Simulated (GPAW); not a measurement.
MgV2O6 (C2/m), O K edge of atom 4, with 1 V at 1.67 Å (terminal, site symmetry m). Method: GPAW, LDA, full core hole (charged cell), 18-atom cell with 5.0 Å between holes, 4×3×3 k points, dipole transitions, Gaussian full width 0.9 eV up to 4 eV, rising linearly to 3.5 eV at 25 eV.

```
V Mg O
1.0
     4.63950   -1.75100    0.00000
     4.63950    1.75100    0.00000
    -2.49640    0.00000    6.25095
V Mg O
2 1 6
Direct
  0.19486 0.19486 0.65640
  0.80514 0.80514 0.34360
  0.00000 0.00000 0.00000
  0.34830 0.34830 0.88670
  0.65170 0.65170 0.11330
  0.30700 0.30700 0.43480
  0.69300 0.69300 0.56520
  0.03930 0.03930 0.72360
  0.96070 0.96070 0.27640
```

Energy from the lowest empty level; a common scale on which the isotropic spectrum has a mean of 1 over the first 20 eV.

| E (eV) | curve 1 | curve 2 | curve 3 |
| --- | --- | --- | --- |
| -2.00 | 0.00 | 0.00 | 0.00 |
| -1.25 | 0.01 | 0.00 | 0.00 |
| -0.50 | 1.34 | 0.20 | 0.05 |
| 0.25 | 3.45 | 2.83 | 0.85 |
| 1.00 | 0.40 | 1.29 | 1.50 |
| 1.75 | 0.31 | 1.28 | 3.05 |
| 2.50 | 0.20 | 1.17 | 3.00 |
| 3.25 | 0.16 | 0.68 | 0.42 |
| 4.00 | 0.19 | 0.47 | 0.24 |
| 4.75 | 0.14 | 0.09 | 0.08 |
| 5.50 | 0.28 | 0.12 | 0.13 |
| 6.25 | 0.97 | 0.26 | 0.18 |
| 7.00 | 2.39 | 0.56 | 0.37 |
| 7.75 | 3.18 | 0.81 | 0.64 |
| 8.50 | 2.47 | 0.99 | 1.08 |
| 9.25 | 1.48 | 1.24 | 1.47 |
| 10.00 | 1.01 | 1.72 | 1.51 |
| 10.75 | 0.80 | 2.16 | 1.69 |
| 11.50 | 0.73 | 2.04 | 1.88 |
| 12.25 | 0.79 | 1.52 | 1.78 |
| 13.00 | 0.89 | 1.11 | 1.62 |
| 13.75 | 0.86 | 0.90 | 1.42 |
| 14.50 | 0.78 | 0.80 | 1.16 |
| 15.25 | 0.78 | 0.81 | 0.84 |
| 16.00 | 0.81 | 0.86 | 0.60 |
| 16.75 | 0.77 | 0.86 | 0.52 |
| 17.50 | 0.63 | 0.77 | 0.51 |
| 18.25 | 0.52 | 0.65 | 0.52 |
| 19.00 | 0.60 | 0.59 | 0.53 |
| 19.75 | 0.85 | 0.64 | 0.56 |
| 20.50 | 1.18 | 0.74 | 0.59 |
| 21.25 | 1.40 | 0.82 | 0.63 |
| 22.00 | 1.37 | 0.84 | 0.66 |
| 22.75 | 1.14 | 0.81 | 0.67 |
| 23.50 | 0.87 | 0.74 | 0.67 |
| 24.25 | 0.71 | 0.66 | 0.65 |
| 25.00 | 0.68 | 0.60 | 0.63 |
| 25.75 | 0.72 | 0.56 | 0.61 |
| 26.50 | 0.77 | 0.55 | 0.62 |
| 27.25 | 0.77 | 0.58 | 0.66 |
| 28.00 | 0.73 | 0.64 | 0.70 |
| 28.75 | 0.66 | 0.71 | 0.73 |
| 29.50 | 0.59 | 0.78 | 0.76 |
| 30.25 | 0.53 | 0.85 | 0.78 |
| 31.00 | 0.51 | 0.91 | 0.80 |
| 31.75 | 0.53 | 0.95 | 0.84 |

Question: The curves are for the electric vector along different Cartesian axes of the cell as given, averaged over the symmetry-equivalent atoms. Which is which?

Curve 1: along y, main maxima 0.1 eV (3.87), 7.8 eV (3.18) and 21.5 eV (1.42). Curve 2: along x, main maxima 0.4 eV (3.11), 2.1 eV (1.52) and 11.0 eV (2.19). Curve 3: along z, main maxima 2.2 eV (3.88) and 11.6 eV (1.88). A K edge sees empty p states; the first features are O p mixed into the empty d states of the V neighbours, and the broad ones above probably into the cations' higher empty bands. Each direction probes the empty orbitals that point along it. The hole lies in one spin channel, while the script sums the empty states of both and takes the lower zero; where the two channels are split, this blurs and shifts the curve. The crystal has 3 inequivalent O sites and not all are shown here, while a measurement adds them all.

[Banner, clock and machine lines of the logs are left out without a mark of their own.]

[Logs are printed without paths, hosts, clocks, repeated set-up lines and the standing remarks that a program may print on its own settings, such as how far it seeks lower states.]

[Hosts, paths, dates, database ids (printed as entryN), source tags and the programs' standing remarks are cut or masked in the printed files.]

[Lists of maxima count a maximum above −3 eV only where it reaches 4 % of the highest in the window and stands out from its surroundings by 2 % of it (1.5 % where it reaches 55 %); shoulders and weaker maxima are passed over, and of the rest the first, up to two pre-edge ones and the few strongest are named.]
